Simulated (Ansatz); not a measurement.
# Cu wire along [111], 7 atoms a period: bands by functional and under strain

Aim: is the Cu wire along [111], 7 atoms a period a metal or a semiconductor?

Program: Ansatz 0.2.0. Level of theory: DFT PBE, plane waves, PAW; relaxation of a wire's period, in the first sound run; inputs show where later runs differ. Results are calculated unless marked as measured.

## (1) Starting point

The cell holds 7 atoms: 7 Cu. Its edges and angles: a = 9.367 Å, b = 9.764 Å, c = 6.287 Å, α = 90.0°, β = 90.0°, γ = 90.0°. Vacuum lies along a and b. The structure's axis is c.

## (2) The relaxed wire

Band widths follow the bond lengths, so the wire is relaxed first. The atoms and the third cell vector are free; the box across stays fixed as vacuum. A Fermi-Dirac smearing is set since the result may be a metal. The pressure printed is a third of the stress's trace over the whole box, vacuum included; only the stress along the axis is relaxed.

The input, input.yaml:

```yaml
crystal:
  lattice:
    - [9.367, 0.0, 0.0]
    - [0.0, 9.764, 0.0]
    - [0.0, 0.0, 6.2873444315]
  atoms:
    - { symbol: Cu, position: [0.499989197, 0.499993988, 0.0] }
    - { symbol: Cu, position: [0.362976407, 0.424105966, 0.333333333] }
    - { symbol: Cu, position: [0.499989197, 0.651770032, 0.333333333] }
    - { symbol: Cu, position: [0.637001987, 0.424105966, 0.333333333] }
    - { symbol: Cu, position: [0.362976407, 0.57588201, 0.666666667] }
    - { symbol: Cu, position: [0.499989197, 0.348217943, 0.666666667] }
    - { symbol: Cu, position: [0.637001987, 0.57588201, 0.666666667] }
kpoints:
  mp_grid: { grid: [1, 1, 13] }
scf:
  occupations: { method: fermi_dirac, width: 0.05 }
hamiltonian:
  xc: pbe
relax:
  cell: { fix: [a, b, alpha, beta, gamma] }
  max_steps: 60
```

Run with:

```console
> ansatz run input.yaml --threads 8 --pin off --max-ram 16384MiB --backend cpu --events-out ev --progress --plain --runs-dir out
```

Numbers of over 12 decimals in the logs are rounded to 6 here.

The program printed:

```text
Engine: ansatz 0.2.0, aarch64-unknown-linux-gnu
Pseudopotentials: kind: paw
Pseudopotential: Cu, paw, valence charge 19, recommended cutoff 420 eV (normal), Cu.paw.azcp
Functional definition: PBE
  parameter kappa = 0.804
  parameter beta = 0.066725
  exchange = pbe_x(kappa = kappa, mu = beta*pi^2/3)
  correlation = pbe_c(beta = beta)
Crystal: 7 atoms, lattice volume = 575.037 Å³
Basis set: ecut = 420 eV, 11235 PW (Γ), exchange–correlation on 128×144×90 points (8 copies of the dense FFT grid, shifted against one another)
Bands: 80, of which v1, the nominal top of the filled ones, is band 67 counted from 1 (66 counted from 0)
Symmetry: 4 space group operations
Space group: P2/m (ITA 10), of the structure as read, at distance tolerance 8.3e-5 Å
k-points: 7 of 13
Non-local potential: Cu, projectors of the file, l = 0: 3, l = 1: 2, l = 2: 3, l = 3: 1
PAW form: soft (Blöchl's): semilocal exchange-correlation on the pseudo side does not see the compensation charge
PAW one-centre angular grid: Cu, 590 points (default); XC on 64 Gauss nodes
Initial density: superposition of atomic densities (neutral atoms: chi_scale 0, normalization atom), corrected by the library's trained network
Initial wavefunctions: pseudopotential atomic-orbital guess
Functional: x = pbe(κ = 0.804, μ = 0.219515), c = pbe(β = 0.066725)
SCF iter   1: F=—  HF=-46366.923901 eV  |F-HF|=—  |Δ(HF+E_count)|=         —  Δρ=4.27e-3  dr2=1.68e-1  ethr=1.77e-3  ⟨swp⟩=7.9  Hψ=2412  notcnv=0  defer=9
preconditioner: auto → LDOS  [metal: Δε(μ)=0.012 eV  Ē_g=5.156 eV  σ=0.050 eV  W_gap=0.06  n_scr=96 (ndim 8)  ℏωp=13.6 eV  f_vac=0.712  D(μ)=6.51/eV (n_scr^D=30)  β→1.0]
SCF iter   2: F=—  HF=-46366.937165 eV  |F-HF|=—  |Δ(HF+E_count)|=   1.33e-2  Δρ=6.55e-3  dr2=1.89e-1  ethr=1.26e-4  ⟨swp⟩=3.0  Hψ=1001  notcnv=0  defer=41
SCF iter   3: F=—  HF=-46366.913111 eV  |F-HF|=—  |Δ(HF+E_count)|=   2.41e-2  Δρ=4.12e-3  dr2=5.93e-2  ethr=1.26e-4  ⟨swp⟩=2.3  Hψ=844  notcnv=0  defer=41
SCF iter   4: F=—  HF=-46366.903037 eV  |F-HF|=—  |Δ(HF+E_count)|=   1.01e-2  Δρ=7.67e-4  dr2=4.71e-3  ethr=4.46e-5  ⟨swp⟩=2.0  Hψ=857  notcnv=0  defer=41
SCF iter   5: F=—  HF=-46366.902401 eV  |F-HF|=—  |Δ(HF+E_count)|=   6.36e-4  Δρ=4.21e-4  dr2=9.94e-4  ethr=3.54e-6  ⟨swp⟩=2.0  Hψ=1067  notcnv=0  defer=41
SCF iter   6: F=—  HF=-46366.902327 eV  |F-HF|=—  |Δ(HF+E_count)|=   7.49e-5  Δρ=1.13e-4  dr2=1.04e-4  ethr=7.47e-7  ⟨swp⟩=2.0  Hψ=772  notcnv=0  defer=41
SCF iter   7: F=—  HF=-46366.902382 eV  |F-HF|=—  |Δ(HF+E_count)|=   5.52e-5  Δρ=4.08e-5  dr2=1.22e-5  ethr=7.86e-8  ⟨swp⟩=2.0  Hψ=792  notcnv=0  defer=41
SCF iter   8: F=—  HF=-46366.902512 eV  |F-HF|=—  |Δ(HF+E_count)|=   1.30e-4  Δρ=1.65e-5  dr2=1.61e-6  ethr=9.21e-9  ⟨swp⟩=2.0  Hψ=792  notcnv=0  defer=41
SCF iter   9: F=—  HF=-46366.902513 eV  |F-HF|=—  |Δ(HF+E_count)|=   6.53e-7  Δρ=6.80e-6  dr2=1.97e-7  ethr=1.21e-9  ⟨swp⟩=2.0  Hψ=792  notcnv=0  defer=41
SCF iter  10: F=—  HF=-46366.902513 eV  |F-HF|=—  |Δ(HF+E_count)|=   7.43e-8  Δρ=6.22e-6  dr2=1.34e-7  ethr=7.52e-11  ⟨swp⟩=4.0  Hψ=1787  notcnv=0
SCF iter  11: F=-46366.902513 eV  HF=-46366.902513 eV  |F-HF|=3.25e-9  |Δ(HF+E_count)|=   1.09e-8  Δρ=1.12e-6  dr2=5.94e-9  ethr=7.52e-11  ⟨swp⟩=4.0  Hψ=1716  notcnv=0
SCF 1 converged in 11 iterations: F = -46366.902513 eV  dr2 = 5.94e-9
  greatest PAW one-centre occupation: 1.000 electrons in one spin orbital (limit 2), on the Cu atom at site 6 (counted from 0), in its partial waves of l = 0
relax step   1: F+E_penalty+E_count = -46366.90251288 eV  Δ(F+E_penalty+E_count) = +0.000e0 eV  max|allowed force component| = 9.141e-1 eV/Å  Δτ_max = 0.0000 Å  P = -1.546 GPa  Ω = 575.037 Å³  fix = [a, b, alpha, beta, gamma]  reactions: a -1.033, b -1.061 GPa; alpha -0.004 GPa/rad  (11 SCF iters, dr2 threshold 1.00e-7 eV, accepted)
Crystal: 7 atoms, lattice volume = 557.078 Å³
Basis set: ecut = 420 eV, 10907 PW (Γ), exchange–correlation on 128×144×90 points (8 copies of the dense FFT grid, shifted against one another)
Initial density: handed on by an earlier stage of this run
Initial wavefunctions: those handed on with the density
iter 1 solved again at ethr=1.13e-4 eV; its pass at ethr=3.10e-3 eV (dr2=1.51e-1 eV) is discarded
SCF iter   1: F=—  HF=-46367.347717 eV  |F-HF|=—  |Δ(HF+E_count)|=         —  Δρ=6.73e-3  dr2=1.55e-1  ethr=1.13e-4  ⟨swp⟩=2.4  Hψ=2654  notcnv=0
preconditioner: auto → LDOS  [metal: Δε(μ)=0.083 eV  Ē_g=5.433 eV  σ=0.050 eV  W_gap=0.35  n_scr=88 (ndim 8)  ℏωp=13.8 eV  f_vac=0.714  D(μ)=5.73/eV (n_scr^D=22)  β→1.0]
SCF iter   2: F=—  HF=-46367.455823 eV  |F-HF|=—  |Δ(HF+E_count)|=   1.08e-1  Δρ=1.40e-2  dr2=5.84e-1  ethr=1.13e-4  ⟨swp⟩=2.4  Hψ=1123  notcnv=0  recentre
SCF iter   3: F=—  HF=-46367.321212 eV  |F-HF|=—  |Δ(HF+E_count)|=   1.35e-1  Δρ=2.61e-3  dr2=2.44e-2  ethr=1.13e-4  ⟨swp⟩=2.0  Hψ=1156  notcnv=0  defer=41
SCF iter   4: F=—  HF=-46367.316291 eV  |F-HF|=—  |Δ(HF+E_count)|=   4.92e-3  Δρ=2.32e-4  dr2=3.08e-4  ethr=1.83e-5  ⟨swp⟩=2.0  Hψ=804  notcnv=0  defer=41
SCF iter   5: F=—  HF=-46367.316569 eV  |F-HF|=—  |Δ(HF+E_count)|=   2.77e-4  Δρ=1.57e-4  dr2=1.17e-4  ethr=2.31e-7  ⟨swp⟩=2.0  Hψ=936  notcnv=0  defer=41
SCF iter   6: F=—  HF=-46367.316580 eV  |F-HF|=—  |Δ(HF+E_count)|=   1.12e-5  Δρ=7.13e-5  dr2=2.63e-5  ethr=8.77e-8  ⟨swp⟩=2.0  Hψ=986  notcnv=0  defer=41
SCF iter   7: F=—  HF=-46367.316574 eV  |F-HF|=—  |Δ(HF+E_count)|=   5.30e-6  Δρ=2.46e-5  dr2=2.74e-6  ethr=1.98e-8  ⟨swp⟩=2.0  Hψ=790  notcnv=0  defer=41
SCF iter   8: F=—  HF=-46367.316575 eV  |F-HF|=—  |Δ(HF+E_count)|=   5.38e-7  Δρ=1.85e-5  dr2=1.40e-6  ethr=5.26e-10  ⟨swp⟩=4.0  Hψ=1794  notcnv=0
SCF iter   9: F=-46367.316575 eV  HF=-46367.316575 eV  |F-HF|=4.75e-8  |Δ(HF+E_count)|=   7.60e-8  Δρ=4.16e-6  dr2=8.75e-8  ethr=5.26e-10  ⟨swp⟩=2.7  Hψ=1837  notcnv=0
SCF 2 converged in 9 iterations: F = -46367.316575 eV  dr2 = 8.75e-8
relax step   2: F+E_penalty+E_count = -46367.31657490 eV  Δ(F+E_penalty+E_count) = -4.141e-1 eV  max|allowed force component| = 4.355e-1 eV/Å  Δτ_max = 0.0409 Å  P = -0.852 GPa  Ω = 557.078 Å³  energy of the carried Pulay correction = +1.914e-3 eV  fix = [a, b, alpha, beta, gamma]  reactions: a -0.444, b -0.477 GPa; alpha -0.003 GPa/rad  (9 SCF iters, dr2 threshold 7.00e-7 eV, accepted)
Crystal: 7 atoms, lattice volume = 529.003 Å³
Basis set: ecut = 420 eV, 10357 PW (Γ), exchange–correlation on 128×144×90 points (8 copies of the dense FFT grid, shifted against one another)
iter 1 solved again at ethr=1.79e-4 eV; its pass at ethr=3.10e-3 eV (dr2=2.39e-1 eV) is discarded
[...]
SCF iter   5: F=—  HF=-46367.478664 eV  |F-HF|=—  |Δ(HF+E_count)|=   3.85e-4  Δρ=1.77e-4  dr2=1.31e-4  ethr=2.64e-7  ⟨swp⟩=2.0  Hψ=977  notcnv=0  defer=41
SCF iter   6: F=—  HF=-46367.478715 eV  |F-HF|=—  |Δ(HF+E_count)|=   5.08e-5  Δρ=1.35e-4  dr2=6.74e-5  ethr=9.85e-8  ⟨swp⟩=2.0  Hψ=985  notcnv=0  defer=41
SCF iter   7: F=—  HF=-46367.478699 eV  |F-HF|=—  |Δ(HF+E_count)|=   1.63e-5  Δρ=3.40e-5  dr2=4.52e-6  ethr=5.07e-8  ⟨swp⟩=2.0  Hψ=962  notcnv=0  defer=41
SCF iter   8: F=-46367.478698 eV  HF=-46367.478699 eV  |F-HF|=4.05e-7  |Δ(HF+E_count)|=   2.11e-7  Δρ=1.13e-5  dr2=6.39e-7  ethr=5.26e-10  ⟨swp⟩=3.1  Hψ=2248  notcnv=0
SCF 3 converged in 8 iterations: F = -46367.478698 eV  dr2 = 6.39e-7
relax step   3: F+E_penalty+E_count = -46367.47869842 eV  Δ(F+E_penalty+E_count) = -1.621e-1 eV  max|allowed force component| = 2.861e-1 eV/Å  Δτ_max = 0.0330 Å  P = +0.358 GPa  Ω = 529.003 Å³  energy of the carried Pulay correction = +5.030e-3 eV  fix = [a, b, alpha, beta, gamma]  reactions: a +0.469, b +0.426 GPa; alpha -0.001 GPa/rad  (8 SCF iters, dr2 threshold 7.00e-7 eV, accepted)
[...]
relax step   4: F+E_penalty+E_count = -46367.50609081 eV  Δ(F+E_penalty+E_count) = -2.739e-2 eV  max|allowed force component| = 2.900e-2 eV/Å  Δτ_max = 0.0301 Å  P = +0.051 GPa  Ω = 524.354 Å³  energy of the carried Pulay correction = +5.562e-3 eV  fix = [a, b, alpha, beta, gamma]  reactions: a +0.147, b +0.103 GPa; alpha -0.003 GPa/rad  (7 SCF iters, dr2 threshold 7.00e-7 eV, accepted)
[...]
relax step   5: F+E_penalty+E_count = -46367.51014456 eV  Δ(F+E_penalty+E_count) = -4.054e-3 eV  max|allowed force component| = 9.522e-3 eV/Å  Δτ_max = 0.0159 Å  P = +0.083 GPa  Ω = 516.675 Å³  energy of the carried Pulay correction = +6.450e-3 eV  fix = [a, b, alpha, beta, gamma]  reactions: a +0.127, b +0.081 GPa; alpha -0.005 GPa/rad  (8 SCF iters, dr2 threshold 5.26e-8 eV, accepted)
Basis set: ecut = 420 eV, 10133 PW (Γ), exchange–correlation on 128×144×80 points (8 copies of the dense FFT grid, shifted against one another)
Initial wavefunctions: pseudopotential atomic-orbital guess (no wavefunctions were taken with the density)
iter 1 solved again at ethr=4.40e-6 eV; its pass at ethr=3.10e-3 eV (dr2=5.85e-3 eV) is discarded
SCF iter   1: F=—  HF=-46367.500765 eV  |F-HF|=—  |Δ(HF+E_count)|=         —  Δρ=1.66e-4  dr2=2.58e-5  ethr=4.40e-6  ⟨swp⟩=2.7  Hψ=3495  notcnv=0
eigensolver tolerance schedule: the retry pair's looser diagonalisation over-reported the residual by 225.46 of it (diagonalisation noise at 0.47 of the residual, at the tolerance the schedule requests for it); recorded, not acted on — ethr = c·dr2/N_el stays at c = 1.0e-1
preconditioner: auto → LDOS  [insulator: Δε(μ)=0.132 eV  Ē_g=5.749 eV  σ=0.050 eV  W_gap=0.57  n_scr=86 (ndim 8)  ℏωp=14.3 eV  f_vac=0.710  D(μ)=4.48/eV (n_scr^D=10)  ε∞_Penn≈7.2  β→1.0]
SCF iter   2: F=—  HF=-46367.500953 eV  |F-HF|=—  |Δ(HF+E_count)|=   1.88e-4  Δρ=4.20e-4  dr2=5.50e-4  ethr=1.94e-8  ⟨swp⟩=3.0  Hψ=1108  notcnv=0
SCF iter   3: F=—  HF=-46367.500911 eV  |F-HF|=—  |Δ(HF+E_count)|=   4.17e-5  Δρ=3.65e-4  dr2=3.60e-4  ethr=1.94e-8  ⟨swp⟩=3.0  Hψ=1270  notcnv=0
SCF iter   4: F=—  HF=-46367.500828 eV  |F-HF|=—  |Δ(HF+E_count)|=   8.31e-5  Δρ=1.22e-4  dr2=4.11e-5  ethr=1.94e-8  ⟨swp⟩=2.0  Hψ=1028  notcnv=0
SCF iter   5: F=—  HF=-46367.500835 eV  |F-HF|=—  |Δ(HF+E_count)|=   6.53e-6  Δρ=2.74e-5  dr2=2.42e-6  ethr=1.94e-8  ⟨swp⟩=2.0  Hψ=821  notcnv=0
SCF iter   6: F=—  HF=-46367.500923 eV  |F-HF|=—  |Δ(HF+E_count)|=   8.82e-5  Δρ=8.33e-6  dr2=2.45e-7  ethr=1.82e-9  ⟨swp⟩=2.0  Hψ=821  notcnv=0
SCF iter   7: F=—  HF=-46367.500923 eV  |F-HF|=—  |Δ(HF+E_count)|=   5.09e-8  Δρ=7.17e-7  dr2=4.26e-9  ethr=1.85e-10  ⟨swp⟩=2.0  Hψ=826  notcnv=0
SCF iter   8: F=—  HF=-46367.500923 eV  |F-HF|=—  |Δ(HF+E_count)|=   3.37e-9  Δρ=5.26e-7  dr2=1.49e-9  ethr=3.20e-12  ⟨swp⟩=2.0  Hψ=833  notcnv=0
SCF iter   9: F=—  HF=-46367.500923 eV  |F-HF|=—  |Δ(HF+E_count)|=  4.07e-10  Δρ=1.82e-7  dr2=1.38e-10  ethr=1.12e-12  ⟨swp⟩=2.0  Hψ=832  notcnv=0
SCF iter  10: F=—  HF=-46367.500923 eV  |F-HF|=—  |Δ(HF+E_count)|=  2.18e-11  Δρ=1.86e-7  dr2=1.06e-10  ethr=1.00e-12  ⟨swp⟩=5.0  Hψ=1965  notcnv=0
SCF iter  11: F=-46367.500923 eV  HF=-46367.500923 eV  |F-HF|=5.82e-11  |Δ(HF+E_count)|=  3.64e-11  Δρ=9.58e-8  dr2=2.97e-11  ethr=1.00e-12  ⟨swp⟩=3.0  Hψ=1699  notcnv=0
SCF 6 converged in 11 iterations: F = -46367.500923 eV  dr2 = 2.97e-11
relax step   6: F+E_penalty+E_count = -46367.50092283 eV  Δ(F+E_penalty+E_count) = +9.222e-3 eV  max|allowed force component| = 9.870e-3 eV/Å  Δτ_max = 0.0000 Å  P = +0.087 GPa  Ω = 516.675 Å³  fix = [a, b, alpha, beta, gamma]  reactions: a +0.132, b +0.085 GPa; alpha -0.005 GPa/rad  stress off target by 4.38e-2 GPa on what of the cell is left free  SCF on the basis re-selected at this cell (its energy is not comparable with the rows above)  (11 SCF iters)
basis re-selected at this cell: Δ(F+E_penalty+E_count) = +9.222e-3 eV, ΔP = +0.004 GPa vs the last step (what re-selecting the basis moved, of the pressure what is left beyond the Pulay correction that the steps carried, after the strain that the cell walked since its last selection, with what the two solves' SCF thresholds leave and, on support functions, any second-order correction that the steps lacked; it is no measure of the basis error at this ecutwfc). The dense FFT grid was sized anew with the basis: this SCF ran on 64×72×40 points, the steps before it on 64×72×45, so part of this shift can come from that change (see relax.cell in the input reference). [rest of the remark cut]
SCF converged after 11 iterations
Free energy (F): -46367.500923 eV
Harris-Foulkes:  -46367.500923 eV  (|F-HF|=5.82e-11)
Internal energy: -46367.464253 eV  (E = F + TS)
E sigma→0 (E₀):  -46367.482588 eV
Entropy (-TS):   -0.036670 eV (-5.239 meV/atom)
Fermi energy:    -1.145601 eV
--- Per-component energies (eV) ---
  E_band       = -4769.519321
  E_kinetic    = 2098.746457
  E_local      = -83619.452451  (includes V_loc(G=0)·N_el)
  E_nonlocal   = 2772.727692
  E_hartree    = 39001.664285
  E_xc         = -611.320007
  E_vxc        = -787.255483  (∫ρ·V_xc dr)
  E_paw        = -11680.451502  (= ΣΔE_a)
  E_vpaw       = -3237.615477  (= ΣTr[D̂ρ^β])
  E_aug_tail   = 0.001953  (compensation charges beyond the density's cutoff)
  E_ewald      = 5670.619320
  E_smearing   = -0.036670  (= −TS)
  E_closure    = 0.000000  (closes the sum)
  Σ components = -46367.500923   (vs F -46367.500923, Δ=0.00e0)
--- Forces (eV/Å), atoms counted from 1 ---
  atom   1  Cu     0.00000000     0.00000000     0.00000000
  atom   2  Cu    -0.00956032    -0.00447877    -0.00047553
  atom   3  Cu     0.00000000     0.00986982    -0.00023851
  atom   4  Cu     0.00956032    -0.00447877    -0.00047553
  atom   5  Cu    -0.00956032     0.00447877     0.00047553
  atom   6  Cu    -0.00000000    -0.00986982     0.00023851
  atom   7  Cu     0.00956032     0.00447877     0.00047553
  max |Σ_I F_I| component: 1.08e-19 eV/Å
--- Stress (GPa, compression-positive) ---
        0.131583      -0.000000      -0.000000
       -0.000000       0.085417       0.004531
       -0.000000       0.004531       0.043819
  P = ⅓ Tr σ = 0.0869 GPa (0.869 kbar)
--- Relaxed structure (5 steps of the walk, 5 accepted, 1 SCFs on fresh bases) ---
  F+E_penalty+E_count = -46367.50092283 eV   max|allowed force component| = 9.870e-3 eV/Å   (the final SCF, on the basis selected at the relaxed cell)
  cell:  # Å, volume = 516.6752 Å³
    - [9.367, 0, 0]
    - [0, 9.764, 0]
    - [0, 0, 5.649231]
  atoms:
    - { symbol: Cu, position: [0.499989, 0.5, 0] }
    - { symbol: Cu, position: [0.365840, 0.425387, 0.331863] }
    - { symbol: Cu, position: [0.499989, 0.648844, 0.331350] }
    - { symbol: Cu, position: [0.634138, 0.425387, 0.331863] }
    - { symbol: Cu, position: [0.365840, 0.574613, 0.668137] }
    - { symbol: Cu, position: [0.499989, 0.351156, 0.668650] }
    - { symbol: Cu, position: [0.634138, 0.574613, 0.668137] }
```

The job ended after 18 s (8 threads of Arm Neoverse V2, shared host; peak memory 1.6 GiB).

Relaxation path:

```csv
step,energy less that of the first step (eV),largest force component (eV/Å),pressure (GPa),volume (Å³)
1,0.0000,0.9141,-1.55,575.04
2,-0.4141,0.4355,-0.85,557.08
3,-0.5762,0.2861,0.36,529.00
4,-0.6036,0.0290,0.05,524.35
5,-0.6076,0.0095,0.08,516.68
6*,-0.5984,0.0099,0.09,516.68
```

Relaxation steps marked * repeat the geometry before them on a plane-wave basis chosen anew for their cell, so energy and pressure can jump there.

Forces are held to the 4 operations that the run works with; a distortion that breaks them can't arise in this run.

```
cell as run  before  after   change
      c (Å)   6.287  5.649  -10.1 %
```

The atoms that moved most (Å, along periodic axes as changes of fractional coordinates times the final cell, across vacuum about the mean position):

```
atom      dx      dy      dz  length
 Cu6   0.000   0.029   0.011   0.031
 Cu3   0.000  -0.029  -0.011   0.031
 Cu7  -0.027  -0.012   0.008   0.031
 Cu5   0.027  -0.012   0.008   0.031
 Cu4  -0.027   0.012  -0.008   0.031
 Cu2   0.027   0.012  -0.008   0.031
```

The relaxed structure:

```cif
data_structure
_symmetry_space_group_name_H-M 'P 1'
_symmetry_Int_Tables_number 1
_cell_length_a 9.3670
_cell_length_b 9.7640
_cell_length_c 5.6492
_cell_angle_alpha 90.000
_cell_angle_beta 90.000
_cell_angle_gamma 90.000
_cell_volume 516.68
loop_
_atom_site_label
_atom_site_type_symbol
_atom_site_fract_x
_atom_site_fract_y
_atom_site_fract_z
_atom_site_occupancy
Cu1 Cu 0.49999 0.50000 0.00000 1
Cu2 Cu 0.36584 0.42539 0.33186 1
Cu3 Cu 0.49999 0.64884 0.33135 1
Cu4 Cu 0.63414 0.42539 0.33186 1
Cu5 Cu 0.36584 0.57461 0.66814 1
Cu6 Cu 0.49999 0.35116 0.66865 1
Cu7 Cu 0.63414 0.57461 0.66814 1
```

This step gave:

| Quantity | Value |
| --- | --- |
| energy at zero smearing | -46367.4826 eV |
| cell length along the wire | 5.649 Å |

The cell's length comes to 5.649 Å with spin left out.

(Part 1 of 3 ends here.)

[Logs are printed without paths, hosts, clocks, repeated set-up lines and the standing remarks that a program may print on its own settings, such as how far it seeks lower states.]

[Hosts, paths, dates, database ids (printed as entryN), source tags and the programs' standing remarks are cut or masked in the printed files.]
